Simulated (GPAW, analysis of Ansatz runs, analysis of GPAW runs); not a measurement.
# Local vibrational mode of the Si donor on a Ga site in GaAs (PBE) (GPAW), part 2 of 2

How near does this set-up come to the measured local vibrational mode? Subject: Si donor on a Ga site in GaAs. Set-up: PBE, plane waves 500 eV, 32-site cell, PBE lattice, k: 2x2x2 shifted, the defect atoms alone displaced. The model is a cell of 32 host atoms with 1 Ga taken out and 1 Si put in. The frequencies come from the force constants of the defect atoms alone, with every neighbour held at rest.

GPAW 26.7.0; PBE, plane waves 500 eV, 32-site cell, PBE lattice, k: 2x2x2 shifted, the defect atoms alone displaced.

So far: The structure; Relaxation, charge +1.

### Step 3. Atom Si7 moved by 0.015 A along x

Force constants come from the forces after small displacements; symmetry gives the rest. One such run is shown.

This step: GPAW plane-wave PAW DFT, PBE; single point of a defect supercell.

run.py

```python
import numpy as np
from ase.io import read, write
from ase.parallel import parprint, world
from gpaw import GPAW, PW

atoms = read('POSCAR')
calc = GPAW(mode=PW(500),
            xc='PBE',
            kpts={'size': (2, 2, 2), 'gamma': False},
            charge=1,
            occupations={'name': 'fermi-dirac', 'width': 0.01},
            nbands=72,
            convergence={'density': 1e-06, 'forces': 0.0001},
            maxiter=150,
            symmetry={},
            txt='gpaw.txt')
atoms.calc = calc
energy = atoms.get_potential_energy()
forces = atoms.get_forces()
parprint(f'Energy: {energy:.6f} eV, largest force {np.linalg.norm(forces, axis=1).max():.4f} eV/A')
calc.write('gs.gpw')
write('final.xyz', atoms)
for s in range(calc.get_number_of_spins()):
    parprint('Levels (eV), spin', s, calc.get_eigenvalues(kpt=0, spin=s)[-16:].round(3))
```

POSCAR

```
Ga Si Ga As
 1.0000000000000000
    -5.7666910817914703    5.7666910817914712   -5.7666910817914774
     5.7666910817914729    5.7666910817914792    5.7666910817914951
     5.7666910817914765   -5.7666910817914800   -5.7666910817914951
 Ga  Si  Ga  As 
   6   1   9  16
Direct
 -0.0025609460937887  0.0010082575809131 -0.0025609460937887
 -0.0025608342445516  0.2474391656777843  0.7510081897181463
  0.0035691993394602  0.4999999998446706  0.5025609866897317
  0.0035690241956936  0.7525608340115568  0.2499999999223362
[... 1 atom line left out ...]
  0.2500000042575768  0.2535690379908019  0.5025608470949464
  0.2500001568580875  0.5013005723729409  0.2513007293863578
[... 1 atom line left out ...]
  0.4964307953029198 -0.0010082593150094  0.4964307953029192
  0.5025608470949471  0.2535690379908017  0.2500000042575767
  0.5025609866897325  0.4999999998446703  0.0035691993394607
[... 7 atom lines left out ...]
  0.0067718626585196  0.5000000007117188  0.2500000059916743
[... 2 atom lines left out ...]
  0.2500000328701727  0.2567721417704240  0.2500000328701725
  0.2500000059916744  0.5000000007117187  0.0067718626585201
[... 4 atom lines left out ...]
  0.4932278892103228  0.7432278561848202  0.4932278892103227
[... 3 atom lines left out ...]
  0.7520657580729464  0.7498726459709406  0.2499999270902742
```

The run is started by

```bash
> OMP_NUM_THREADS=1 gpaw python run.py > stdout
```

Output:

```text
__  _  _
 | _ |_)|_||  |
 |__||  | ||/\| - 26.7.0

Input parameters:
  mode=PW(ecut=500.0),
  charge=1,
  convergence={'density': 1e-06, 'forces': 0.0001},
  kpts=MonkhorstPack(size=(2, 2, 2), gamma=False),
  maxiter=150,
  nbands=72,
  occupations=Occupations(name='fermi-dirac', width=0.01),
  symmetry=Symmetry(),
  xc=XC(name='PBE')

Diagonalizing LCAO Hamiltonian
Converting LCAO to pw mode

                               Ga As

                                     Ga
                           As
                        Ga
                             As As
                             Si
                 Ga As         Ga As
                     Ga  As        Ga
                      Ga            Ga As
             As            As As
                            Ga
                  As            As
               Ga            Ga  Ga
                       As
                     Ga
                         As As
                          Ga

Atoms  # Å, Bohr magnetons
|    | symbol |         x |         y |         z |    initial magnetic moments |
|----|--------|-----------|-----------|-----------|-----------------------------|
|  0 |     Ga |  0.005814 |  0.005814 |  0.035351 | ( 0.0000,  0.0000,  0.0000) |
|  1 |     Ga |  5.772505 | -2.918695 | -2.889159 | ( 0.0000,  0.0000,  0.0000) |
|  2 |     Ga |  5.760877 |  0.005814 | -0.035351 | ( 0.0000,  0.0000,  0.0000) |
|  3 |     Ga |  5.760877 |  2.918695 |  2.877532 | ( 0.0000,  0.0000,  0.0000) |
|  4 |     Ga |  2.883346 | -2.883346 | -5.766690 | ( 0.0000,  0.0000,  0.0000) |
|  5 |     Ga |  2.918695 |  0.005814 | -2.877532 | ( 0.0000,  0.0000,  0.0000) |
|  6 |     Si |  2.898346 |  2.883346 | -0.000002 | ( 0.0000,  0.0000,  0.0000) |
|  7 |     Ga |  2.918695 |  5.760877 |  2.877532 | ( 0.0000,  0.0000,  0.0000) |
|  8 |     Ga | -0.005814 | -0.005814 | -5.731340 | ( 0.0000,  0.0000,  0.0000) |
|  9 |     Ga |  0.005814 |  2.918695 | -2.877532 | ( 0.0000,  0.0000,  0.0000) |
| 10 |     Ga |  0.005814 |  5.760877 | -0.035351 | ( 0.0000,  0.0000,  0.0000) |
| 11 |     Ga |  5.760877 |  2.847996 | -2.877532 | ( 0.0000,  0.0000,  0.0000) |
| 12 |     Ga | -2.883346 |  2.883346 | -5.766690 | ( 0.0000,  0.0000,  0.0000) |
| 13 |     Ga | -2.918695 |  5.772505 | -2.889159 | ( 0.0000,  0.0000,  0.0000) |
| 14 |     Ga |  2.883346 |  2.883346 | -5.766693 | ( 0.0000,  0.0000,  0.0000) |
| 15 |     Ga |  2.847996 |  5.760877 | -2.877532 | ( 0.0000,  0.0000,  0.0000) |
| 16 |     As |  4.313839 | -4.337665 | -4.312372 | ( 0.0000,  0.0000,  0.0000) |
| 17 |     As |  4.337666 | -1.452851 | -1.454319 | ( 0.0000,  0.0000,  0.0000) |
| 18 |     As |  4.285967 |  1.480724 |  1.402621 | ( 0.0000,  0.0000,  0.0000) |
| 19 |     As |  4.337664 |  4.337664 |  4.336198 | ( 0.0000,  0.0000,  0.0000) |
| 20 |     As |  1.452852 | -1.429026 | -4.312372 | ( 0.0000,  0.0000,  0.0000) |
| 21 |     As |  1.480726 |  1.480726 | -1.402620 | ( 0.0000,  0.0000,  0.0000) |
| 22 |     As |  1.480724 |  4.285967 |  1.402622 | ( 0.0000,  0.0000,  0.0000) |
| 23 |     As |  7.219542 |  1.429025 | -1.454319 | ( 0.0000,  0.0000,  0.0000) |
| 24 |     As | -1.429026 |  1.452852 | -4.312372 | ( 0.0000,  0.0000,  0.0000) |
| 25 |     As | -1.452851 |  4.337666 | -1.454319 | ( 0.0000,  0.0000,  0.0000) |
| 26 |     As |  4.337665 |  1.429026 | -4.336196 | ( 0.0000,  0.0000,  0.0000) |
| 27 |     As |  4.285965 |  4.285965 | -1.402620 | ( 0.0000,  0.0000,  0.0000) |
| 28 |     As | -4.337665 |  4.313839 | -4.312372 | ( 0.0000,  0.0000,  0.0000) |
| 29 |     As |  1.429027 |  1.429027 | -7.197185 | ( 0.0000,  0.0000,  0.0000) |
| 30 |     As |  1.429026 |  4.337665 | -4.336196 | ( 0.0000,  0.0000,  0.0000) |
| 31 |     As |  1.429025 |  7.219542 | -1.454319 | ( 0.0000,  0.0000,  0.0000) |

Unit cell  # Å
| periodic |         x |         y |         z |  lengths |     angles |
|----------|-----------|-----------|-----------|----------|------------|
|      yes | -5.766691 |  5.766691 | -5.766691 | 9.988202 | 109.471221 |
|      yes |  5.766691 |  5.766691 |  5.766691 | 9.988202 | 109.471221 |
|      yes |  5.766691 | -5.766691 | -5.766691 | 9.988202 | 109.471221 |

Number of symmetries: 1
Symmetry operations  # r_c * U_cc + t_c -> r_c
|   | kind |            matrix            |
|---|------|------------------------------|
| 0 |  E   |  1, 0, 0,  0, 1, 0,  0, 0, 1 |

BZ-sampling:
  Number of BZ points: 8
  Number of IBZ points: 4

  Monkhorst-Pack size: [2, 2, 2]
  Monkhorst-Pack shift: [0, 0, 0]

K-points  # in reciprocal-cell coordinates
|   |                                coordinates |     weight |
|---|--------------------------------------------|------------|
| 0 | (  0.25000000,  -0.25000000,  -0.25000000) | 0.25000000 |
| 1 | (  0.25000000,  -0.25000000,   0.25000000) | 0.25000000 |
| 2 | (  0.25000000,   0.25000000,  -0.25000000) | 0.25000000 |
| 3 | (  0.25000000,   0.25000000,   0.25000000) | 0.25000000 |

Plane wave coefficients: 19512
Cutoff: 500.0 eV

Spin-components: 1 (collinear spins)
Bands:           72
Projectors:      160
Spin-degeneracy: 2
Datatype:        complex128

Density:
  Valence electrons: 129.0
  Components: 1
  Grid points: [54 54 54]
  Charge: 1.0  # |e|

Potential:
  Grid points: [54 54 54]

species:
  Ga:
    name:    Gallium
    Z:       31.0
    valence: 3
    core:    28
    charge:  0.0  # [|e|]
    compensation charges:
      type: gauss
      rc: 0.37  # [Å]
      lmax: 2
    cutoffs:
      filter: 2.06  # [Å]
      core: 4.17  # [Å]
    projectors
    | kind |    occ | energy [eV] | rcut [Å] |
    |------|--------|-------------|----------|
    |   4s |  2.000 |      -8.945 |    1.164 |
    |   4p |  1.000 |      -2.580 |    1.164 |
    |    s |        |      18.266 |    1.164 |
    |    p |        |      24.631 |    1.164 |
    |    d |        |       0.000 |    1.164 |

    Using partial waves for Ga as LCAO basis

  Si:
    name:    Silicon
    Z:       14.0
    valence: 4
    core:    10
    charge:  0.0  # [|e|]
    compensation charges:
      type: gauss
      rc: 0.33  # [Å]
      lmax: 2
    cutoffs:
      filter: 1.86  # [Å]
      core: 2.06  # [Å]
    projectors
    | kind |    occ | energy [eV] | rcut [Å] |
    |------|--------|-------------|----------|
    |   3s |  2.000 |     -10.812 |    1.058 |
    |   3p |  2.000 |      -4.081 |    1.058 |
    |    s |        |      16.399 |    1.058 |
    |    p |        |      23.130 |    1.058 |
    |    d |        |       0.000 |    1.058 |

    Using partial waves for Si as LCAO basis

  As:
    name:    Arsenic
    Z:       33.0
    valence: 5
    core:    28
    charge:  0.0  # [|e|]
    compensation charges:
      type: gauss
      rc: 0.33  # [Å]
      lmax: 2
    cutoffs:
      filter: 1.87  # [Å]
      core: 2.96  # [Å]
    projectors
    | kind |    occ | energy [eV] | rcut [Å] |
    |------|--------|-------------|----------|
    |   4s |  2.000 |     -14.487 |    1.058 |
    |   4p |  3.000 |      -5.196 |    1.058 |
    |    s |        |      12.725 |    1.058 |
    |    p |        |      22.016 |    1.058 |
    |    d |        |       0.000 |    1.058 |

    Using partial waves for As as LCAO basis

Reference energy: -1785203.994787  # eV

eigensolver:
  PPCG
  Converge bands: occupied
  niter=2

density mixing:
  MSR1-Mixer
  Pratt-step length: 0.05
  Maximum mixing coefficient: 0.75
  Old densities: 10
  SVD Regularization: 0.005
  Good broyden scale: 1.0
  Trust region scale: 1.0
  Backstep threshold: 4.0
  History deletion threshold: 6.0
  Fourier metric: weight=20.0, sigma=0.015

occupation numbers:
  Fermi-Dirac:
    width: 0.0100  # eV

poisson solver:
  ecut: 4000.0  # eV
  uniform background charge: 1.0  # electrons

xc functional:
  name: PBE with 2 nearest neighbor stencil

Initialization done in: 7.117 s

convergence criteria:
- Maximum integral of absolute [dens]ity change: 1e-06 electrons / valence electron
- Maximum change in the atomic [forces] across last 2 cycles: 0.0001 eV/Ang OR
Maximum error relative to the maximum force is below inf
- Maximum [total energy] change in last 3 cyles: 0.0005 eV / valence electron
- Maximum integral of absolute [eigenst]ate change: 4e-08 eV^2 / valence electron
maximum number of iterations: 150

SCF iterations
|iter     | |      energy | eigst |  dens |force |
|---------|-|-------------|-------|-------|------|
|iter:   1| | -140.173206 | -0.58 |       |      |
|iter:   2| | -139.919024 | -2.49 | -0.89 |      |
|iter:   3| | -139.282255 | -1.81 | -0.93 |      |
|iter:   4| | -139.302201 | -1.50 | -1.41 |      |
|iter:   5| | -138.780536 | -2.11 | -1.59 |      |
|iter:   6| | -138.788199 | -3.38 | -2.33 |      |
|iter:   7| | -138.787797c| -4.70 | -2.73 |      |
|iter:   8| | -138.787699c| -5.33 | -3.09 |      |
|iter:   9| | -138.787714c| -6.14 | -3.53 |      |
|iter:  10| | -138.787710c| -6.80 | -3.85 |      |
|iter:  11| | -138.787710c| -7.71c| -4.40 |      |
|iter:  12| | -138.787710c| -8.02c| -4.83 |      |
|iter:  13| | -138.787710c| -8.53c| -5.26 |      |
|iter:  14| | -138.787710c| -9.13c| -5.62 |      |
|iter:  15| | -138.787710c| -9.70c| -5.89 |      |
|iter:  16| | -138.787710c|-10.22c| -6.38c|      |
|iter:  17| | -138.787710c|-10.77c| -6.77c|-4.96c|

Converged in 17 steps
SCF loop duration: 223.768 s (13.163 s/step)
Energy contributions relative to reference atoms: (reference = -1785203.994787)

Energy contributions:
  Kinetic:         258.741623
  Coulomb:        -246.267349
  Zero:              0.264959
  External:          0.000000
  Xc:             -151.526942
  Entropy:          -0.000000
  Spinorbit:         0.000000
  ----------------------------
  Free energy:    -138.787710
  Extrapolated:   -138.787710

dipole moment: (-26.581812, -26.582772, 41.715136)  # |e|*Ang

Fermi level: 4.442
Eigenvalues  # (at kpt = [0.250, -0.250, -0.250])
| band index |      eig [eV] | occ [0-2] |
|------------|---------------|-----------|
|          0 |        -7.877 |     2.000 |
|        ... |               |           |
|         56 |         3.038 |     2.000 |
|         57 |         3.141 |     2.000 |
|         58 |         3.208 |     2.000 |
|         59 |         3.214 |     2.000 |
|         60 |         3.253 |     2.000 |
|         61 |         3.285 |     2.000 |
|         62 |         3.699 |     2.000 |
|         63 |         3.700 |     2.000 |
|         64 |         5.776 |     0.000 |
|         65 |         5.989 |     0.000 |
|         66 |         6.200 |     0.000 |
|         67 |         6.259 |     0.000 |
|         68 |         6.263 |     0.000 |
|         69 |         6.333 |     0.000 |
|         70 |         6.780 |     0.000 |
|         71 |         6.843 |     0.000 |

Gap: 1.662 eV
Transition (v -> c):
  (s=0, k=3, n=63, [0.25, 0.25, 0.25]) -> (s=0, k=3, n=64, [0.25, 0.25, 0.25])
No difference between direct/indirect transitions

Forces  # eV/Ang
|        x |        y |        z |
|----------|----------|----------|
|  0.00518 |  0.00186 | -0.00361 |  # Ga   0
|  0.00518 |  0.00359 | -0.00187 |  # Ga   1
|  0.00505 | -0.00171 | -0.00047 |  # Ga   2
|  0.00504 |  0.00049 |  0.00170 |  # Ga   3
| -0.00691 | -0.00000 | -0.00002 |  # Ga   4
| -0.01088 |  0.00401 |  0.00402 |  # Ga   5
| -0.16196 | -0.00000 |  0.00004 |  # Si   6
| -0.01087 | -0.00401 | -0.00401 |  # Ga   7
|  0.00505 |  0.00171 |  0.00047 |  # Ga   8
|  0.00518 | -0.00359 |  0.00187 |  # Ga   9
[...]
|  0.03864 |  0.02124 | -0.02123 |  # As  27
|  0.00310 | -0.00609 | -0.00330 |  # As  28
|  0.00309 |  0.00330 |  0.00609 |  # As  29
|  0.00311 | -0.00331 | -0.00611 |  # As  30
|  0.00312 |  0.00610 |  0.00331 |  # As  31

# Writing to gs.gpw (mode='')
```

The job ended after 3.9 min (1 MPI rank of Arm Neoverse V2, shared host; peak memory 0.64 GiB).

Forces of up to 0.16 eV/Å remain, so this geometry is not at rest at this level.

### Step 4. Local vibrational modes

Analysis of the runs above: force constants by central differences of GPAW plane-wave PAW DFT, PBE forces among the atoms nearest to a defect, the others at rest.

The modes with the largest weight on the probed atoms (the light atom of a pair), for the masses of each isotope. Modes of the displaced atoms (local only where they lie over the host's phonons):

```
isotopes  mode (cm⁻¹)  share of the defect atoms
       n          324                          1
       n          324                          1
       n          324                          1
```

### Step 5. What came out

| Quantity | Value |
| --- | --- |
| distance from the defect atom to its nearest neighbour | 2.429 Å |
| threefold local mode of 28Si | 324 cm⁻¹ |

Threefold local mode of 28Si: computed 324 cm⁻¹, measured 384 cm⁻¹; 60 cm⁻¹ (16 %) below the measurement. With its neighbours held rigid the defect atom loses their recoil, which lowers a mode in which they move against it.

[Logs are printed without paths, hosts, clocks, repeated set-up lines and the standing remarks that a program may print on its own settings, such as how far it seeks lower states.]

[Hosts, paths, dates, database ids (printed as entryN), source tags and the programs' standing remarks are cut or masked in the printed files.]

[For some hosts the program warned that the k-mesh of the response run may be too coarse for force constants and the static dielectric constant; such warnings are not shown here.]
